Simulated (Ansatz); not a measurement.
# Te on Al(100), hollow start, 2x2 cell: photoemission fingerprints, part 2 of 2

What would XPS and UPS show for Te on Al(100), hollow start, 2x2 cell? Spin–orbit coupling is left out of the bands throughout.

Ansatz 0.2.0; DFT, PBE, plane-wave PAW, default files, scalar-relativistic.

So far, work function, upper face (eV): step 2 (the clean face) 4.27; step 3 (relaxation) 4.19.

### Step 4. Layer-resolved bands, DOS and potential (continued)

Sums over each group's atoms; a table of it gives point samples, which can step over narrow peaks. The DOS of the group by E, zero at the Fermi level; 7 of 10 lines; values in states/eV:

```tsv
E (eV)	other layers: Al 3p	layer 3: Al 3p	layer 2: Al 3p	other layers: Al 3s	layer 1: Al 3p	layer 1: Al 3s	adsorbate: Te 5p
-13	0	0	0	0	0	0	0
-12	0.00109	0.00547	0.0399	8.1e-4	0.290	0.146	0.0124
-11	0.00949	0.00258	0.00582	0.0327	0.00702	0.00316	4.0e-5
-10	0.287	0.247	0.172	0.294	0.101	0.0543	0.00191
-9	0.661	0.545	0.403	0.499	0.246	0.166	0.00943
-8	1.19	0.542	0.839	0.683	0.380	0.389	0.0353
-7	1.03	0.484	0.646	0.514	0.391	0.299	0.0503
-6	1.22	0.839	0.730	0.743	0.476	0.517	0.166
-5	1.65	0.984	0.874	0.884	0.823	0.596	0.438
-4	1.91	1.01	1.01	0.984	1.20	0.424	1.01
-3	2.13	1.16	1.24	1.34	1.33	0.355	1.32
-2	2.71	1.06	1.14	1.00	1.09	0.394	0.927
-1	2.84	1.15	1.03	0.970	1.27	0.495	0.594
0	2.74	0.998	1.06	0.939	1.26	0.673	0.485
1	2.96	1.16	1.13	1.08	1.42	0.668	0.551
2	2.46	0.931	0.967	0.794	1.34	0.477	0.307
```

This run's widths, added to any smearing of the DOS itself: Gaussian 0.6 eV, Lorentzian 0.05 eV plus 0.03 an eV of depth. Intensity against binding energy, zero at the Fermi level; values in % of the maximum within 13 eV:

```tsv
binding energy (eV)	21.2 eV	40.8 eV	60 eV	1486.7 eV	9251.7 eV
-1	0.788	1.05	1.30	1.10	0.520
0	24.1	35.9	46.7	35.0	15.2
1	53.5	73.4	91.6	74.1	32.1
2	74.2	81.9	88.8	81.0	36.6
3	91.9	92.0	91.8	92.4	43.8
4	91.7	95.7	98.2	96.6	46.7
5	43.5	61.4	76.6	66.2	31.2
6	23.5	45.7	65.6	52.3	24.8
7	11.8	30.2	47.3	36.1	16.7
8	8.99	26.7	43.4	34.2	16.5
9	5.52	17.7	29.5	25.3	12.5
10	3.55	11.4	19.5	20.1	11.3
11	1.16	9.79	20.6	23.5	22.2
12	-	28.8	65.8	74.1	79.8
13	-	2.33	5.05	5.59	5.76
```

Maxima picked by a test of local sharpness, so broad peaks and shoulders can be missing; peaks within 0.45 eV of a curve's cut are left out. Valence peaks, by row:

```tsv
photon energy (eV)	binding energy (eV)	height (% of the maximum within 13 eV)	main shell	its share (%)
21.2	3.7	100	Te 5p	91.01
21.2	2.2	77.66	Te 5p	88.71
21.2	1.2	56.47	Te 5p	82
40.8	11.75	35.97	Te 5s	72.4
40.8	3.75	100	Te 5p	56.76
40.8	2.15	83.72	Te 5p	51.44
40.8	1.15	74.94	Te 5p	38.46
60	11.75	82.31	Te 5s	80.25
60	3.85	100	Al 3p	46.06
60	3.1	92.85	Al 3p	49.91
60	2.1	89.15	Al 3p	51.49
60	1.1	92.05	Al 3p	51.78
1487	11.75	92.74	Te 5s	93.36
1487	3.8	100	Te 5p	52.5
1487	3.15	94.32	Te 5p	54
1487	2.15	82.78	Te 5p	48.55
1487	1.15	75.61	Al 3s	53.98
9252	11.75	100	Te 5s	97.82
9252	9.4	12.98	Al 3s	63.68
9252	3.8	48.6	Te 5p	56.63
9252	2.15	37.59	Te 5p	56.04
9252	1.15	32.92	Al 3s	53.64
```

The planar mean, electrostatic potential oscillates, so the rows of the table below give means over windows of 2.07 Å about each position, cut where the curve ends. Its maxima inside the range that stand out by 2 % of the span (Å: eV): 8.6: -2.15, 10.5: -2.14, 12.6: -2.08, 14.6: -2.07, 17.5: 2.42. Its minima: 7.6: -5.91, 9.5: -6.10, 11.6: -6.08, 13.5: -6.12, 15.6: -6.14, 18.1: 1.44.

From the Fermi level. The planar mean, electrostatic potential by z; means over each step:

z (Å), planar mean, electrostatic potential (eV) and a bar from the least value:
```
     1.03       4.26 ##############################
     3.10       4.28 ##############################
     5.17       3.91 #############################
     7.24      -3.61 ###
     9.31      -4.63 
    11.38      -4.59 
    13.45      -4.57 
    15.52      -4.55 
    17.59       1.38 ####################
    19.66       4.01 #############################
    21.73       4.17 ##############################
    23.80       4.18 ##############################
```

The intensity has structure finer than the step of the table below, so its rows give means over 0.5 eV, whole bins alone (the curve runs from -13.7 to 1.38 eV). Peaks (eV: height): Al K-beta -1.02: 100.0; Al K-beta, E along x -2.33: 99.7; Al K-beta, E along y -2.33: 99.7; Al K-beta, E along z -1.12: 114; Al L2,3 -3.83: 91.8, -3.02: 94.5, -1.12: 99.4.

Shapes are the site's partial DOS without matrix elements, which overweights lines from ligand s bands. Table of intensity by emission energy less the core level's binding energy, zero at the Fermi level; means over each step; values in % of the unpolarised maximum:

```tsv
emission energy less the core level's binding energy (eV)	Al K-beta	Al K-beta, E along x	Al K-beta, E along y	Al K-beta, E along z	Al L2,3
-13.0	1.98	2.00	2.00	1.94	0.996
-12.5	3.30	3.32	3.32	3.25	1.97
-12.0	6.57	6.60	6.60	6.50	6.96
-11.5	7.58	7.60	7.60	7.52	7.76
-11.0	7.30	7.14	7.14	7.61	11.1
-10.5	11.4	11.4	11.4	11.5	26.8
-10.0	18.0	18.0	18.0	17.8	33.6
-9.5	25.5	25.4	25.4	25.8	43.5
-9.0	31.2	32.4	32.4	28.7	44.0
-8.5	37.3	38.4	38.4	35.0	46.8
-8.0	44.7	44.7	44.7	44.8	58.1
-7.5	48.9	50.6	50.6	45.5	59.3
-7.0	51.3	54.6	54.6	44.8	57.0
-6.5	57.7	60.4	60.4	52.3	69.0
-6.0	63.5	64.4	64.4	61.5	76.2
-5.5	66.4	68.8	68.8	61.5	78.0
-5.0	69.3	73.9	73.9	59.9	83.1
-4.5	70.9	75.2	75.2	62.1	81.6
-4.0	83.0	85.8	85.8	77.4	89.1
-3.5	86.7	89.0	89.0	82.0	75.7
-3.0	90.4	94.4	94.4	82.4	88.1
-2.5	93.5	98.0	98.0	84.4	77.9
-2.0	99.0	96.6	96.6	104	82.0
-1.5	97.6	93.1	93.1	106	84.7
-1.0	98.9	92.8	92.8	110	94.9
-0.5	88.8	84.0	84.0	95.6	81.8
0.0	52.7	46.0	46.0	56.9	43.9
0.5	15.6	13.7	13.7	16.2	1.61
1.0	6.86	6.36	6.36	7.16	0.618
```

Shapes are the site's partial DOS without matrix elements, which overweights lines from ligand s bands. Emission peaks, by row:

```tsv
line	energy (eV)	height (%)
Al K-beta	-11.7	8.242
Al K-beta	-5	69.85
Al K-beta	-3.75	87.65
Al K-beta	-3	91.51
Al K-beta	-2.05	99.87
Al K-beta	-1.05	100
Al K-beta, E along x	-11.7	8.296
Al K-beta, E along x	-4.95	74.76
Al K-beta, E along x	-3.75	89.21
Al K-beta, E along x	-2.35	99.72
Al K-beta, E along x	-0.9	93.67
Al K-beta, E along y	-11.7	8.296
Al K-beta, E along y	-4.95	74.76
Al K-beta, E along y	-3.75	89.22
Al K-beta, E along y	-2.35	99.72
Al K-beta, E along y	-0.9	93.67
Al K-beta, E along z	-11.7	8.129
Al K-beta, E along z	-7.8	46.23
Al K-beta, E along z	-5.8	63.31
Al K-beta, E along z	-3.75	84.48
Al K-beta, E along z	-3.05	84.25
Al K-beta, E along z	-1.95	106.5
Al K-beta, E along z	-1.1	113.9
Al L2,3	-7.3	62.86
Al L2,3	-6.3	77.44
Al L2,3	-5.75	78.66
Al L2,3	-5.05	86.63
Al L2,3	-3.85	92.04
Al L2,3	-3	94.89
Al L2,3	-2.05	83.57
Al L2,3	-1.1	100
```

The spectra weight each projected shell by its atomic cross section (Dirac–Hartree–Slater) and angular factor, for linear light with the analyser at 0° from the polarisation. Broadening, on top of any smearing of the DOS itself: a Gaussian of 0.6 eV and a Lorentzian of 0.05 eV plus 0.03 times the binding energy (full widths), Fermi edge at 300 K. Each atom is damped by exp[−depth/(λ cos θ)], θ = 60° from the normal, λ from the universal curve. Curves are cut 10 eV under the photon energy, above any shell that the free atom's threshold puts out of reach, or at the lower edge of the window: 11.2 eV at 21.2 eV, 13.8 eV at 40.8 eV, 13.8 eV at 60 eV, 13.8 eV at 1486.7 eV and 13.8 eV at 9251.7 eV. Dipole terms alone, which is rough above 3 keV; no background, satellites or final-state effects.

How the area divides among the shells (%):

```tsv
shell	21.2 eV	40.8 eV	60 eV	1486.7 eV	9251.7 eV
Te 5s	0.1	6.2	12.1	17.6	35.9
Te 5p	81.0	35.5	10.6	28.2	26.7
Al 3s	15.4	30.7	34.3	47.0	36.8
Al 3p	3.6	27.6	42.9	7.1	0.6
```

Regions along c: top from 14.6 to 21.5 Å, middle from 10.3 to 14.6 Å, bottom from 3.5 to 10.3 Å.

States with weight above 0.08 nearest the zero at M of the zone, within the window kept, -8.0 to 3.2 eV (levels that the program groups as degenerate share a row):

```tsv
E (eV)	weight, total	weight, top	weight, middle	weight, bottom
-1.26	0.97	0.08	0.69	0.20
-0.80	0.28	0.14	0.08	0.06
-0.64	0.99	0.20	0.35	0.43
-0.40	1.67	0.45	0.63	0.59
-0.08	0.81	0.14	0.25	0.41
0.58	0.23	0.07	0.09	0.07
0.58	0.23	0.08	0.09	0.07
0.81	0.61	0.14	0.20	0.26
0.99	0.28	0.08	0.10	0.10
1.06	0.98	0.40	0.34	0.25
```

States with weight above 0.08 nearest the zero at Γ of the zone, within the window kept, -8.0 to 3.2 eV (levels that the program groups as degenerate share a row):

```tsv
E (eV)	weight, total	weight, top	weight, middle	weight, bottom
-4.25	0.11	0.07	0.02	0.02
-4.01	0.85	0.21	0.27	0.38
-2.58	0.29	0.11	0.07	0.11
-2.11	0.70	0.18	0.23	0.29
-0.80	0.16	0.10	0.03	0.02
0.81	0.19	0.04	0.06	0.09
0.99	0.69	0.17	0.20	0.31
1.74	0.12	0.09	0.01	0.02
3.11	0.19	0.04	0.04	0.10
3.18	0.78	0.20	0.14	0.38
```

States with weight above 0.08 nearest the zero at X of the zone, within the window kept, -8.0 to 3.2 eV (levels that the program groups as degenerate share a row):

```tsv
E (eV)	weight, total	weight, top	weight, middle	weight, bottom
-1.93	0.29	0.07	0.11	0.12
-1.49	0.53	0.16	0.17	0.20
-0.80	0.28	0.08	0.10	0.10
-0.40	0.16	0.05	0.05	0.06
-0.08	0.09	0.03	0.03	0.03
0.58	0.74	0.13	0.20	0.40
0.58	0.50	0.15	0.15	0.20
0.81	0.10	0.03	0.03	0.04
1.44	0.25	0.07	0.07	0.11
1.74	0.39	0.05	0.11	0.23
```

The largest force component on a free atom is 0.089 eV/Å, so the geometry isn't quite at rest for these settings. At the Fermi level the DOS is 10.14 states/eV a cell, and on the broadened curves Al 3p holds 64 % of the total there.

### Step 5. Z+1 stand-in on atom 3

System of this step: Al19SiTe. The cell holds 21 atoms: 1 Te, 19 Al and 1 Si. Cell: a = 5.713 Å, b = 5.713 Å, c = 24.830 Å, α = 90.0°, β = 90.0°, γ = 90.0°. It derives from Al. Regions: ad, 1 atom (1 Te); L1, 4 atoms (3 Al and 1 Si); L2, 4 atoms (4 Al); L3, 4 atoms (4 Al); rest, 8 atoms (8 Al). Vacuum lies along c.

An atom with a screened core hole acts much like the next element, so total energies with that element on different sites give core-level shifts.

Input file input.yaml:

```yaml
crystal:
  lattice:
    - [5.713422792, 0.0, 0.0]
    - [0.0, 5.713422792, 0.0]
    - [0.0, 0.0, 24.83]
  atoms:
    - { symbol: Te, position: [0.2501815472, 0.25, 0.7042953489] }
    - { symbol: Al, position: [-0.0125919118, -0.0125788409, 0.6282815962] }
    - { symbol: Si, position: [0.5126029498, -0.0126171924, 0.6282882307] }
    - { symbol: Al, position: [-0.0125919118, 0.5125788409, 0.6282815962] }
    - { symbol: Al, position: [0.5126029498, 0.5126171924, 0.6282882307] }
    - { symbol: Al, position: [0.249935484, 0.25, 0.5478269693] }
    - { symbol: Al, position: [0.7498613368, 0.25, 0.5484168819] }
    - { symbol: Al, position: [0.2499851734, 0.75, 0.5484170273] }
    - { symbol: Al, position: [0.7500396703, 0.75, 0.5407240277] }
    - { symbol: Al, position: [0.0, 0.0, 0.464760371] }
    - { symbol: Al, position: [0.5, 0.0, 0.464760371] }
    - { symbol: Al, position: [0.0, 0.5, 0.464760371] }
    - { symbol: Al, position: [0.5, 0.5, 0.464760371] }
    - { symbol: Al, position: [0.25, 0.25, 0.383407169] }
    - { symbol: Al, position: [0.75, 0.25, 0.383407169] }
    - { symbol: Al, position: [0.25, 0.75, 0.383407169] }
    - { symbol: Al, position: [0.75, 0.75, 0.383407169] }
    - { symbol: Al, position: [0.0, 0.0, 0.302053967] }
    - { symbol: Al, position: [0.5, 0.0, 0.302053967] }
    - { symbol: Al, position: [0.0, 0.5, 0.302053967] }
    - { symbol: Al, position: [0.5, 0.5, 0.302053967] }
kpoints:
  mp_grid: { grid: [8, 8, 1] }
scf:
  occupations: { method: fermi_dirac, width: 0.05 }
  n_extra_bands: 18
hamiltonian:
  xc: pbe
  pseudopotentials: { kind: paw }
output:
  forces: true
  write_potential: true
  volumetric_format: []
efield:
  axis: 3
  dipole_correction: true
```

Launch:

```console
> ansatz run input.yaml --threads 4 --pin off --max-ram 12288MiB --backend cpu --events-out ev --progress --plain --runs-dir out
```

Run time: 2.5 min. Hardware: 4 threads of AMD EPYC (Zen 3), shared host; peak memory 2 GiB; 8.3 min of CPU time.

This step gave:

* free energy: -17825.1689 eV
* energy at zero smearing: -17825.1296 eV
* smearing term TS: 0.07876 eV
* Fermi energy: 1.326 eV
* symmetry operations: 1

### Step 6. Z+1 stand-in on atom 4

System of this step: Al19SiTe. The cell holds 21 atoms: 1 Te, 19 Al and 1 Si. Cell: a = 5.713 Å, b = 5.713 Å, c = 24.830 Å, α = 90.0°, β = 90.0°, γ = 90.0°. It derives from Al. Regions: ad, 1 atom (1 Te); L1, 4 atoms (3 Al and 1 Si); L2, 4 atoms (4 Al); L3, 4 atoms (4 Al); rest, 8 atoms (8 Al). Vacuum lies along c.

The same swap on atom 4.

input.yaml: that of step 5 with these lines changed.

```diff
@@ -8,4 +8,4 @@
     - { symbol: Al, position: [-0.0125919118, -0.0125788409, 0.6282815962] }
-    - { symbol: Si, position: [0.5126029498, -0.0126171924, 0.6282882307] }
-    - { symbol: Al, position: [-0.0125919118, 0.5125788409, 0.6282815962] }
+    - { symbol: Al, position: [0.5126029498, -0.0126171924, 0.6282882307] }
+    - { symbol: Si, position: [-0.0125919118, 0.5125788409, 0.6282815962] }
     - { symbol: Al, position: [0.5126029498, 0.5126171924, 0.6282882307] }
```

Run time: 3 min. Hardware: 4 threads; peak memory 2 GiB; 9.7 min of CPU time.

Numbers from this step:

```yaml
free_energy: -17825.1694 eV
energy_at_zero_smearing: -17825.1300 eV
smearing_term_ts: 0.07873 eV
```

### Step 7. Z+1 stand-in on atom 10

System of this step: Al19SiTe. The cell holds 21 atoms: 1 Te, 19 Al and 1 Si. Its edges and angles: a = 5.713 Å, b = 5.713 Å, c = 24.830 Å, α = 90.0°, β = 90.0°, γ = 90.0°. It derives from Al. Regions: ad, 1 atom (1 Te); L1, 4 atoms (4 Al); L2, 4 atoms (4 Al); L3, 4 atoms (1 Si and 3 Al); rest, 8 atoms (8 Al). Vacuum lies along c.

The same swap on atom 10.

input.yaml: that of step 6 with these lines changed.

```diff
@@ -9,3 +9,3 @@
     - { symbol: Al, position: [0.5126029498, -0.0126171924, 0.6282882307] }
-    - { symbol: Si, position: [-0.0125919118, 0.5125788409, 0.6282815962] }
+    - { symbol: Al, position: [-0.0125919118, 0.5125788409, 0.6282815962] }
     - { symbol: Al, position: [0.5126029498, 0.5126171924, 0.6282882307] }
@@ -15,3 +15,3 @@
     - { symbol: Al, position: [0.7500396703, 0.75, 0.5407240277] }
-    - { symbol: Al, position: [0.0, 0.0, 0.464760371] }
+    - { symbol: Si, position: [0.0, 0.0, 0.464760371] }
     - { symbol: Al, position: [0.5, 0.0, 0.464760371] }
```

The job ended after 3 min (4 threads; peak memory 2 GiB; 9.7 min of CPU time).

This step gave:

```yaml
free_energy: -17825.1869 eV
energy_at_zero_smearing: -17825.1483 eV
smearing_term_ts: 0.07722 eV
fermi_energy: 1.356 eV
```

### Step 8. Shifts from the Z+1 runs

An atom with a screened core hole acts like the next element, so the difference of two such total energies is the shift between the two sites; positive is more bound. Shifts count from the last listed atom of each element.

```tsv
atom	region	replaced by	shell meant	free energy (eV)	shift (eV)
Al3	layer 1	Si	2p	-17825.169	+0.02
Al4	layer 1	Si	2p	-17825.169	+0.02
Al10	layer 3	Si	2p	-17825.187	+0.00
```

The stand-in's nearest image is 5.7 Å away. The method gives no absolute levels and the same shift for every shell of an atom. Sites with equal energies can be equivalent by symmetry.

### Step 9. Outcome

```json
{
 "work function": "4.17 eV (other face 4.28 eV)",
 "change from the clean face": "-0.10 eV",
 "Al core shifts among the listed atoms, from the last listed one": "+0.00 to +0.02 eV"
}
```

What this shows: The Fermi level of Te on Al(100), hollow start, 2x2 cell lies 4.17 eV (other face 4.28 eV) below the vacuum, a change of -0.10 eV from the clean face. Only the strongest levels a point were stored, too few to count surface states. After relaxation Te1 stands 1.89 Å above the top layer, bonded to 4 Al atoms at 2.84 Å. The bare lower face differs from the lower face of the clean 1×1 slab by 0.01 eV, a measure of the error from mesh and slab. Core shifts by the Z+1 route: Al +0.00 to +0.02 eV. At 21.2 eV the valence spectrum has its highest listed peaks within 10.8 eV at 1.2 eV (Te 5p), 2.2 eV (Te 5p) and 3.7 eV (Te 5p). At 1486.7 eV the valence spectrum has its highest listed peaks within 13 eV at 1.1 eV (Al 3s), 2.1 eV (mixed, Te 5p leading), 3.1 eV (Te 5p), 3.8 eV (Te 5p) and 11.8 eV (Te 5s). The shell named is the one with most of the intensity, cross sections included, not always the one with most states there. Spin–orbit coupling is left out, which matters for the heavy atoms here. The slab's own atoms span 8.1 Å, so bulk bands appear as a few quantum-well levels, and states of the two faces can mix.

[Logs are printed without paths, hosts, clocks, repeated set-up lines and the standing remarks that a program may print on its own settings, such as how far it seeks lower states.]

[Hosts, paths, dates, database ids (printed as entryN), source tags and the programs' standing remarks are cut or masked in the printed files.]

[Maps of the electrostatic potential energy from Ansatz leave out the sawtooth potential of an applied field or a dipole correction, so their vacuum need not be flat; work functions include it.]
